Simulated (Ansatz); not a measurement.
**How fast states decay through LiCdCl3**

Wanted: the relaxed cell of LiCdCl3, its band edges and its decay constants. It is built by putting Cl for F, Li for K in the KCdF3 structure of space group Pm-3m, with the volume rescaled by atomic radii. The parent structure comes from the Materials Project.

Method: PBEsol DFT, plane waves, PAW files, in the first sound run; inputs show where later runs differ, in Ansatz 0.2.0.

The structure was built from a prototype and need not be the compound's stable phase.

## (1) Set-up

It takes space group Pm-3m (No. 221, cubic). Conventional cell: a = 4.486 Å, b = 4.486 Å, c = 4.486 Å, α = 90.00°, β = 90.00°, γ = 90.00°. Nearest to Li lie 12 Cl at 3.17 Å. Nearest to Cd lie 6 Cl at 2.24 Å. Nearest to Cl lie 2 Cd at 2.24 Å. It derives from KCdF3. Cl for F, Li for K in the KCdF3 structure of space group Pm-3m. Farther neighbours and most contacts between anions are not listed.

## (2) Relaxing the new crystal

The substituted atoms don't fit the parent's cell, so cell and atoms relax together. A small smearing keeps the run stable in case the gap closes on the way.

Contents of input.yaml:

```yaml
crystal:
  lattice:
    - [4.4855953812, 0.0, 0.0]
    - [0.0, 4.4855953812, 0.0]
    - [0.0, 0.0, 4.4855953812]
  atoms:
    - { symbol: Li, position: [0.0, 0.0, 0.0] }
    - { symbol: Cd, position: [0.5, 0.5, 0.5] }
    - { symbol: Cl, position: [0.0, 0.5, 0.5] }
    - { symbol: Cl, position: [0.5, 0.0, 0.5] }
    - { symbol: Cl, position: [0.5, 0.5, 0.0] }
kpoints:
  mp_grid: { grid: [6, 6, 6] }
scf:
  occupations: { method: gaussian, width: 0.03 }
hamiltonian:
  xc: pbesol
output:
  forces: true
  stress: true
relax:
  f_tol: 0.02
  max_steps: 60
  cell: {}
```

Launch:

```console
ansatz run input.yaml --threads 2 --pin off --max-ram 4096MiB --backend cpu --events-out ev --progress --plain --runs-dir out
```

Numbers of over 12 decimals in the logs are rounded to 6 here.

The log of the run:

```text
Engine: ansatz 0.2.0, aarch64-unknown-linux-gnu
Pseudopotentials: kind: paw
Pseudopotential: Li, paw, valence charge 3, recommended cutoff 420 eV (normal), Li.paw.azcp
Pseudopotential: Cd, paw, valence charge 20, recommended cutoff 420 eV (normal), Cd.paw.azcp
Pseudopotential: Cl, paw, valence charge 7, recommended cutoff 420 eV (normal), Cl.paw.azcp
Functional definition: PBEsol
  exchange = pbesol_x
  correlation = pbesol_c
Crystal: 5 atoms, lattice volume = 90.253 Å³
Basis set: ecut = 420 eV, 1791 PW (Γ), exchange–correlation on 60×60×60 points (8 copies of the dense FFT grid, shifted against one another)
Bands: 27, of which v1, the nominal top of the filled ones, is band 22 counted from 1 (21 counted from 0)
Symmetry: 48 space group operations
Space group: Pm-3m (ITA 221), of the structure as read, at distance tolerance 4.5e-5 Å
k-points: 20 of 216
Non-local potential: Li, projectors of the file, l = 0: 3, l = 1: 2, l = 2: 1
Non-local potential: Cd, projectors of the file, l = 0: 3, l = 1: 2, l = 2: 2, l = 3: 1
Non-local potential: Cl, projectors of the file, l = 0: 2, l = 1: 2, l = 2: 2
PAW form: soft (Blöchl's): semilocal exchange-correlation on the pseudo side does not see the compensation charge
PAW frozen core: Cd, regenerated for the run's functional, and the local potential with it (the file was generated under x = pbe(κ = 0.804, μ = 0.219515), c = pbe(β = 0.066725))
PAW frozen core: Cl, regenerated for the run's functional, and the local potential with it (the file was generated under x = pbe(κ = 0.804, μ = 0.219515), c = pbe(β = 0.066725))
PAW one-centre angular grid: Li, 110 points (default); XC on 64 Gauss nodes
PAW one-centre angular grid: Cd, 590 points (default); XC on 64 Gauss nodes
PAW one-centre angular grid: Cl, 110 points (default); XC on 64 Gauss nodes
Initial density: superposition of atomic densities (neutral atoms: chi_scale 0, normalization atom), corrected by the library's trained network
Initial wavefunctions: pseudopotential atomic-orbital guess
Functional: x = pbesol(κ = 0.804, μ = 0.123457), c = pbesol(β = 0.046)
SCF iter   1: F=—  HF=-11571.575525 eV  |F-HF|=—  |Δ(HF+E_count)|=         —  Δρ=5.20e-3  dr2=1.96e-2  ethr=1.77e-3  ⟨swp⟩=7.0  Hψ=2603  notcnv=0
preconditioner: auto → Resta (q_TF=auto, 2.420 Å⁻¹)  ε∞=4.2  [insulator: Δε(μ)=1.065 eV  Ē_g=12.794 eV  σ=0.030 eV  W_gap=1.00  n_scr=18 (ndim 8)  ℏωp=22.8 eV  f_vac=0.094  D(μ)=0.00/eV (n_scr^D=0)  ε∞_Penn≈4.2]
SCF iter   2: F=—  HF=-11571.570628 eV  |F-HF|=—  |Δ(HF+E_count)|=   4.90e-3  Δρ=2.02e-3  dr2=2.99e-3  ethr=4.46e-5  ⟨swp⟩=2.0  Hψ=1056  notcnv=0  defer=18
SCF iter   3: F=—  HF=-11571.570307 eV  |F-HF|=—  |Δ(HF+E_count)|=   3.20e-4  Δρ=5.18e-4  dr2=1.48e-4  ethr=6.79e-6  ⟨swp⟩=2.9  Hψ=915  notcnv=0  defer=18
SCF iter   4: F=—  HF=-11571.570354 eV  |F-HF|=—  |Δ(HF+E_count)|=   4.62e-5  Δρ=1.36e-4  dr2=1.21e-5  ethr=3.37e-7  ⟨swp⟩=2.4  Hψ=845  notcnv=0  defer=18
SCF iter   5: F=—  HF=-11571.570343 eV  |F-HF|=—  |Δ(HF+E_count)|=   1.09e-5  Δρ=2.04e-5  dr2=6.37e-7  ethr=2.74e-8  ⟨swp⟩=2.2  Hψ=828  notcnv=0  defer=18
SCF iter   6: F=-11571.570343 eV  HF=-11571.570343 eV  |F-HF|=7.06e-9  |Δ(HF+E_count)|=   2.10e-7  Δρ=4.64e-6  dr2=4.50e-8  ethr=2.27e-10  ⟨swp⟩=4.1  Hψ=1817  notcnv=0
SCF 1 converged in 6 iterations: F = -11571.570343 eV  dr2 = 4.50e-8
  greatest PAW one-centre occupation: 1.000 electrons in one spin orbital (limit 2), on the Cd atom at site 1 (counted from 0), in its partial waves of l = 1
relax step   1: F+E_penalty+E_count = -11571.57034291 eV  Δ(F+E_penalty+E_count) = +0.000e0 eV  max|allowed force component| = 1.321e-29 eV/Å  Δτ_max = 0.0000 Å  P = +35.650 GPa  Ω = 90.253 Å³  (6 SCF iters, dr2 threshold 1.00e-7 eV, accepted)
Crystal: 5 atoms, lattice volume = 104.106 Å³
Basis set: ecut = 420 eV, 2007 PW (Γ), exchange–correlation on 60×60×60 points (8 copies of the dense FFT grid, shifted against one another)
Initial density: handed on by an earlier stage of this run
Initial wavefunctions: those handed on with the density
iter 1 solved again at ethr=1.47e-4 eV; its pass at ethr=3.10e-3 eV (dr2=6.49e-2 eV) is discarded
SCF iter   1: F=—  HF=-11573.742482 eV  |F-HF|=—  |Δ(HF+E_count)|=         —  Δρ=6.72e-3  dr2=6.44e-2  ethr=1.47e-4  ⟨swp⟩=1.1  Hψ=3203  notcnv=0
preconditioner: auto → Resta (q_TF=auto, 2.363 Å⁻¹)  ε∞=4.1  [insulator: Δε(μ)=1.768 eV  Ē_g=12.071 eV  σ=0.030 eV  W_gap=1.00  n_scr=26 (ndim 8)  ℏωp=21.2 eV  f_vac=0.141  D(μ)=0.00/eV (n_scr^D=0)  ε∞_Penn≈4.1]
SCF iter   2: F=—  HF=-11573.722247 eV  |F-HF|=—  |Δ(HF+E_count)|=   2.02e-2  Δρ=2.98e-3  dr2=1.24e-2  ethr=1.46e-4  ⟨swp⟩=2.0  Hψ=910  notcnv=0
SCF iter   3: F=—  HF=-11573.718671 eV  |F-HF|=—  |Δ(HF+E_count)|=   3.58e-3  Δρ=9.22e-4  dr2=1.60e-3  ethr=2.81e-5  ⟨swp⟩=2.5  Hψ=1046  notcnv=0  defer=4
SCF iter   4: F=—  HF=-11573.718351 eV  |F-HF|=—  |Δ(HF+E_count)|=   3.20e-4  Δρ=2.28e-4  dr2=5.90e-5  ethr=3.64e-6  ⟨swp⟩=2.2  Hψ=840  notcnv=0  defer=7
SCF iter   5: F=—  HF=-11573.718361 eV  |F-HF|=—  |Δ(HF+E_count)|=   1.04e-5  Δρ=5.81e-5  dr2=3.57e-6  ethr=1.34e-7  ⟨swp⟩=2.8  Hψ=910  notcnv=0  defer=7
SCF iter   6: F=-11573.718366 eV  HF=-11573.718366 eV  |F-HF|=2.24e-7  |Δ(HF+E_count)|=   4.69e-6  Δρ=1.04e-5  dr2=1.28e-7  ethr=1.14e-9  ⟨swp⟩=4.2  Hψ=1866  notcnv=0
SCF 2 converged in 6 iterations: F = -11573.718366 eV  dr2 = 1.28e-7
  greatest PAW one-centre occupation: 1.000 electrons in one spin orbital (limit 2), on the Cd atom at site 1 (counted from 0), in its partial waves of l = 0
relax step   2: F+E_penalty+E_count = -11573.71836615 eV  Δ(F+E_penalty+E_count) = -2.148e0 eV  max|allowed force component| = 7.728e-30 eV/Å  Δτ_max = 0.0000 Å  P = +16.199 GPa  Ω = 104.106 Å³  energy of the carried Pulay correction = -1.578e-3 eV  (6 SCF iters, dr2 threshold 5.00e-7 eV, accepted)
Crystal: 5 atoms, lattice volume = 119.295 Å³
Basis set: ecut = 420 eV, 2325 PW (Γ), exchange–correlation on 60×60×60 points (8 copies of the dense FFT grid, shifted against one another)
iter 1 solved again at ethr=1.63e-4 eV; its pass at ethr=3.10e-3 eV (dr2=7.16e-2 eV) is discarded
SCF iter   1: F=—  HF=-11574.701061 eV  |F-HF|=—  |Δ(HF+E_count)|=         —  Δρ=5.97e-3  dr2=6.92e-2  ethr=1.63e-4  ⟨swp⟩=1.4  Hψ=3079  notcnv=0
preconditioner: auto → Resta (q_TF=auto, 2.310 Å⁻¹)  ε∞=4.0  [insulator: Δε(μ)=1.935 eV  Ē_g=11.532 eV  σ=0.030 eV  W_gap=1.00  n_scr=26 (ndim 8)  ℏωp=19.8 eV  f_vac=0.180  D(μ)=0.00/eV (n_scr^D=0)  ε∞_Penn≈4.0]
SCF iter   2: F=—  HF=-11574.677635 eV  |F-HF|=—  |Δ(HF+E_count)|=   2.34e-2  Δρ=2.67e-3  dr2=1.25e-2  ethr=1.57e-4  ⟨swp⟩=2.0  Hψ=900  notcnv=0
SCF iter   3: F=—  HF=-11574.673477 eV  |F-HF|=—  |Δ(HF+E_count)|=   4.16e-3  Δρ=9.84e-4  dr2=2.09e-3  ethr=2.84e-5  ⟨swp⟩=2.8  Hψ=1056  notcnv=0  defer=3
SCF iter   4: F=—  HF=-11574.672907 eV  |F-HF|=—  |Δ(HF+E_count)|=   5.70e-4  Δρ=1.84e-4  dr2=4.46e-5  ethr=4.75e-6  ⟨swp⟩=2.0  Hψ=832  notcnv=0  defer=10
SCF iter   5: F=—  HF=-11574.673004 eV  |F-HF|=—  |Δ(HF+E_count)|=   9.71e-5  Δρ=3.74e-5  dr2=1.81e-6  ethr=1.01e-7  ⟨swp⟩=2.4  Hψ=866  notcnv=0  defer=10
SCF iter   6: F=-11574.673008 eV  HF=-11574.673007 eV  |F-HF|=2.19e-7  |Δ(HF+E_count)|=   3.21e-6  Δρ=8.43e-6  dr2=1.07e-7  ethr=1.14e-9  ⟨swp⟩=4.2  Hψ=1856  notcnv=0
SCF 3 converged in 6 iterations: F = -11574.673008 eV  dr2 = 1.07e-7
relax step   3: F+E_penalty+E_count = -11574.67300759 eV  Δ(F+E_penalty+E_count) = -9.546e-1 eV  max|allowed force component| = 1.302e-29 eV/Å  Δτ_max = 0.0000 Å  P = +5.165 GPa  Ω = 119.295 Å³  energy of the carried Pulay correction = -3.071e-3 eV  (6 SCF iters, dr2 threshold 5.00e-7 eV, accepted)
[...]
relax step   4: F+E_penalty+E_count = -11574.84268223 eV  Δ(F+E_penalty+E_count) = -1.697e-1 eV  max|allowed force component| = 6.766e-29 eV/Å  Δτ_max = 0.0000 Å  P = +1.301 GPa  Ω = 128.020 Å³  energy of the carried Pulay correction = -3.836e-3 eV  (6 SCF iters, dr2 threshold 5.00e-7 eV, accepted)
[...]
relax step   5: F+E_penalty+E_count = -11574.85684465 eV  Δ(F+E_penalty+E_count) = -1.416e-2 eV  max|allowed force component| = 1.442e-29 eV/Å  Δτ_max = 0.0000 Å  P = -0.084 GPa  Ω = 131.926 Å³  energy of the carried Pulay correction = -4.160e-3 eV  (5 SCF iters, dr2 threshold 5.00e-7 eV, accepted)
[...]
relax step   6: F+E_penalty+E_count = -11574.85693057 eV  Δ(F+E_penalty+E_count) = -8.592e-5 eV  max|allowed force component| = 2.298e-28 eV/Å  Δτ_max = 0.0000 Å  P = -0.002 GPa  Ω = 131.682 Å³  energy of the carried Pulay correction = -4.140e-3 eV  (4 SCF iters, dr2 threshold 1.77e-8 eV, accepted)
[...]
relax step   7: F+E_penalty+E_count = -11574.88802028 eV  Δ(F+E_penalty+E_count) = -3.109e-2 eV  max|allowed force component| = 2.685e-28 eV/Å  Δτ_max = 0.0000 Å  P = +0.506 GPa  Ω = 131.682 Å³  stress off target by 5.06e-1 GPa  SCF on the basis re-selected at this cell (its energy is not comparable with the rows above)  (8 SCF iters)
[...]
relax step   8: F+E_penalty+E_count = -11574.89066012 eV  Δ(F+E_penalty+E_count) = -2.640e-3 eV  max|allowed force component| = 2.021e-28 eV/Å  Δτ_max = 0.0000 Å  P = +0.080 GPa  Ω = 133.195 Å³  energy of the carried Pulay correction = -1.025e-4 eV  (4 SCF iters, dr2 threshold 5.00e-7 eV, accepted)
[...]
relax step   9: F+E_penalty+E_count = -11574.89071375 eV  Δ(F+E_penalty+E_count) = -5.364e-5 eV  max|allowed force component| = 2.689e-29 eV/Å  Δτ_max = 0.0000 Å  P = +0.005 GPa  Ω = 133.471 Å³  energy of the carried Pulay correction = -1.218e-4 eV  (5 SCF iters, dr2 threshold 1.59e-8 eV, accepted)
iter 1 solved again at ethr=3.22e-7 eV; its pass at ethr=3.10e-3 eV (dr2=1.42e-4 eV) is discarded
SCF iter   1: F=—  HF=-11574.890761 eV  |F-HF|=—  |Δ(HF+E_count)|=         —  Δρ=2.89e-5  dr2=8.64e-8  ethr=3.22e-7  ⟨swp⟩=3.0  Hψ=3794  notcnv=0
eigensolver tolerance schedule: the retry pair's looser diagonalisation over-reported the residual by 1640.41 of it (diagonalisation noise at 0.21 of the residual, at the tolerance the schedule requests for it); recorded, not acted on — ethr = c·dr2/N_el stays at c = 1.0e-1
preconditioner: auto → Resta (q_TF=auto, 2.268 Å⁻¹)  ε∞=3.8  [insulator: Δε(μ)=1.776 eV  Ē_g=11.263 eV  σ=0.030 eV  W_gap=1.00  n_scr=26 (ndim 8)  ℏωp=18.7 eV  f_vac=0.205  D(μ)=0.00/eV (n_scr^D=0)  ε∞_Penn≈3.8]
SCF iter   2: F=—  HF=-11574.890830 eV  |F-HF|=—  |Δ(HF+E_count)|=   6.93e-5  Δρ=1.40e-5  dr2=1.87e-8  ethr=1.96e-10  ⟨swp⟩=2.2  Hψ=985  notcnv=0
SCF iter   3: F=—  HF=-11574.890837 eV  |F-HF|=—  |Δ(HF+E_count)|=   7.08e-6  Δρ=3.31e-6  dr2=1.23e-9  ethr=4.26e-11  ⟨swp⟩=2.0  Hψ=889  notcnv=0
SCF iter   4: F=-11574.890837 eV  HF=-11574.890837 eV  |F-HF|=2.22e-10  |Δ(HF+E_count)|=   3.84e-7  Δρ=1.87e-7  dr2=4.84e-11  ethr=1.00e-12  ⟨swp⟩=3.0  Hψ=2201  notcnv=0
SCF 10 converged in 4 iterations: F = -11574.890837 eV  dr2 = 4.84e-11
relax step  10: F+E_penalty+E_count = -11574.89083734 eV  Δ(F+E_penalty+E_count) = -1.236e-4 eV  max|allowed force component| = 3.430e-29 eV/Å  Δτ_max = 0.0000 Å  P = +0.003 GPa  Ω = 133.471 Å³  stress off target by 3.45e-3 GPa  SCF on the basis re-selected at this cell (its energy is not comparable with the rows above)  (4 SCF iters)
basis re-selected at this cell: Δ(F+E_penalty+E_count) = -1.236e-4 eV, ΔP = -0.001 GPa vs the last step (what re-selecting the basis moved, of the pressure what is left beyond the Pulay correction that the steps carried, after the strain that the cell walked since its last selection, with what the two solves' SCF thresholds leave and, on support functions, any second-order correction that the steps lacked; it is no m [...]
SCF converged after 4 iterations
Free energy (F): -11574.890837 eV
Harris-Foulkes:  -11574.890837 eV  (|F-HF|=2.22e-10)
Internal energy: -11574.890837 eV  (E = F + TS)
E sigma→0 (E₀):  -11574.890837 eV
Fermi energy:    3.147721 eV
--- Per-component energies (eV) ---
  E_band       = -743.184307
  E_kinetic    = 1007.462755
  E_local      = -6091.605482  (includes V_loc(G=0)·N_el)
  E_nonlocal   = 92.159747
  E_hartree    = 2695.819080
  E_xc         = -502.432734
  E_vxc        = -596.862251  (∫ρ·V_xc dr)
  E_paw        = -5960.599166  (= ΣΔE_a)
  E_vpaw       = -545.977668  (= ΣTr[D̂ρ^β])
  E_aug_tail   = 0.000303  (compensation charges beyond the density's cutoff)
  E_ewald      = -2816.272597
  E_core_change = 0.577256  (= ΣΔE_core)
  E_smearing   = -0.000000  (= −TS)
  E_closure    = 0.000000  (closes the sum)
  Σ components = -11574.890837   (vs F -11574.890837, Δ=0.00e0)
--- Forces (eV/Å), atoms counted from 1 ---
  atom   1  Li    -0.00000000     0.00000000     0.00000000
  atom   2  Cd    -0.00000000    -0.00000000     0.00000000
  atom   3  Cl     0.00000000     0.00000000    -0.00000000
  atom   4  Cl     0.00000000     0.00000000     0.00000000
  atom   5  Cl     0.00000000    -0.00000000     0.00000000
  max |Σ_I F_I| component: 3.89e-29 eV/Å
--- Stress (GPa, compression-positive) ---
        0.003448       0.000000      -0.000000
        0.000000       0.003448      -0.000000
        0.000000      -0.000000       0.003448
  P = ⅓ Tr σ = 0.0034 GPa (0.034 kbar)
--- Relaxed structure (8 steps of the walk, 8 accepted, 2 SCFs on fresh bases) ---
  F+E_penalty+E_count = -11574.89083734 eV   max|allowed force component| = 3.430e-29 eV/Å   (the final SCF, on the basis selected at the relaxed cell)
  cell:  # Å, volume = 133.4712 Å³
    - [5.110489, 0, 0]
    - [0, 5.110489, 0]
    - [0, 0, 5.110489]
  atoms:
    - { symbol: Li, position: [0, 0, 0] }
    - { symbol: Cd, position: [0.5, 0.5, 0.5] }
    - { symbol: Cl, position: [0, 0.5, 0.5] }
    - { symbol: Cl, position: [0.5, 0, 0.5] }
    - { symbol: Cl, position: [0.5, 0.5, 0] }
```

It took 15 s on 2 threads of Arm Neoverse V1, shared host; peak memory 0.41 GiB.

The steps of the relaxation:

```tsv
step	energy less that of the first step (eV)	largest force component (eV/Å)	pressure (GPa)	volume (Å³)
1	0.0000	0.0000	35.65	90.25
2	-2.1480	0.0000	16.20	104.11
3	-3.1027	0.0000	5.16	119.30
4	-3.2723	0.0000	1.30	128.02
5	-3.2865	0.0000	-0.08	131.93
6	-3.2866	0.0000	0.00	131.68
7*	-3.3177	0.0000	0.51	131.68
8	-3.3203	0.0000	0.08	133.19
9	-3.3204	0.0000	0.00	133.47
10*	-3.3205	0.0000	0.00	133.47
```

Relaxation steps marked * repeat the geometry before them on a plane-wave basis chosen anew for their cell, so energy and pressure can jump there.

The run keeps the 48 symmetry operations that it works with, so distortions that break them were not tested.

```tsv
cell as run	before	after	change
a (Å)	4.486	5.110	+13.9 %
b (Å)	4.486	5.110	+13.9 %
c (Å)	4.486	5.110	+13.9 %
volume (Å³/atom)	18.05	26.69	+47.9 %
```

Numbers from this step:

```
free energy  : -11574.8908 eV
Fermi energy : 3.148 eV
pressure     : 0.003448 GPa
```

The largest force component on a free atom ends at 3.4e-29 eV/Å.

## (3) Band edges

The energy window and the wavevectors of the next steps follow from the band edges, so these are searched first, off the mesh as well.

Contents of input.yaml:

```yaml
crystal:
  lattice:
    - [5.1104894139, 0.0, 0.0]
    - [0.0, 5.1104894139, 0.0]
    - [0.0, 0.0, 5.1104894139]
  atoms:
    - { symbol: Li, position: [0.0, 0.0, 0.0] }
    - { symbol: Cd, position: [0.5, 0.5, 0.5] }
    - { symbol: Cl, position: [0.0, 0.5, 0.5] }
    - { symbol: Cl, position: [0.5, 0.0, 0.5] }
    - { symbol: Cl, position: [0.5, 0.5, 0.0] }
kpoints:
  mp_grid: { grid: [6, 6, 6] }
  band_path: { path: [VBM, CBM], npoints: 30 }
scf:
  occupations: { method: fixed }
hamiltonian:
  xc: pbesol
output:
  eigenvalues: true
  write_potential: true
  write_density: true
  volumetric_format: npy
```

The log of the run:

```text
[...]
Crystal: 5 atoms, lattice volume = 133.471 Å³
Basis set: ecut = 420 eV, 2553 PW (Γ)
Bands: 27, of which v1, the nominal top of the filled ones, is band 22 counted from 1 (21 counted from 0)
Symmetry: 48 space group operations
[...]
k-points: 20 of 216
[...]
SCF iter   1: F=—  HF=-11574.899918 eV  |F-HF|=—  |Δ(HF+E_count)|=         —  Δρ=4.18e-3  dr2=2.85e-2  ethr=1.77e-3  ⟨swp⟩=4.7  Hψ=1966  notcnv=0  defer=49
[...]
SCF iter   7: F=-11574.890818 eV  HF=-11574.890818 eV  |F-HF|=2.45e-8  |Δ(HF+E_count)|=   2.26e-7  Δρ=2.88e-6  dr2=1.14e-8  ethr=2.27e-10  ⟨swp⟩=9.0  Hψ=2091  notcnv=0
SCF 1 converged in 7 iterations: F = -11574.890818 eV  dr2 = 1.14e-8
[...]
NSCF: frozen V_eff on 20 k-points
[...]
SCF converged after 7 iterations
Free energy (F): -11574.890818 eV
[...]
Internal energy: -11574.890818 eV  (E = F + TS)
E sigma→0 (E₀):  -11574.890818 eV
Fermi energy:    2.259319 eV
[...]
--- Band table (eV; the first three rows and the last of 20) ---
  k-point 0: bands = [... 18 lower, 1.1891, 1.3153, 1.3153, 1.3153, 4.0357, 5.8230, 10.0642, 10.0642, ... 1 higher]
  k-point 1: bands = [... 18 lower, 1.1635, 1.1635, 1.2947, 1.2947, 4.6226, 6.0766, 9.3418, 10.0557, ... 1 higher]
  k-point 2: bands = [... 18 lower, 1.0732, 1.0732, 1.2839, 1.2839, 5.9407, 6.7263, 8.4653, 9.6606, ... 1 higher]
  k-point 19: bands = [... 18 lower, 1.8635, 1.8635, 2.2593, 2.2593, 6.6694, 8.4869, 8.4869, 8.4869, ... 1 higher]
```

Wall time 6.5 s (2 threads); peak memory 0.38 GiB.

Numbers from this step:

| Property | Result |
| --- | --- |
| Fermi energy | 2.259 eV |
| gap on the k-mesh | 1.776 eV |
| gap on path | 1.776 eV, by band count; negative where bands overlap |
| direct gap on path | 2.720 eV |
| edge places on path | 0, 1.065 1/A along the path |

Electronic bands along the path, in eV, zero at the Fermi level (highest filled level under fixed occupations); v1 is the highest filled band, c1 the lowest empty one:

```tsv
point	v4	v3	v2	v1	c1	c2	c3	c4
VBM	-0.40	-0.40	0.00	0.00	4.41	6.23	6.23	6.23
halfway	-1.44	-0.75	-0.63	-0.63	4.22	4.90	6.13	7.16
CBM	-1.07	-0.94	-0.94	-0.94	1.78	3.56	7.80	7.80
```

The searched edges give 1.78 eV, as on the mesh.

(Part 1 of 3 ends here.)

[Logs are printed without paths, hosts, clocks, repeated set-up lines and the standing remarks that a program may print on its own settings, such as how far it seeks lower states.]

[Hosts, paths, dates, database ids (printed as entryN), source tags and the programs' standing remarks are cut or masked in the printed files.]
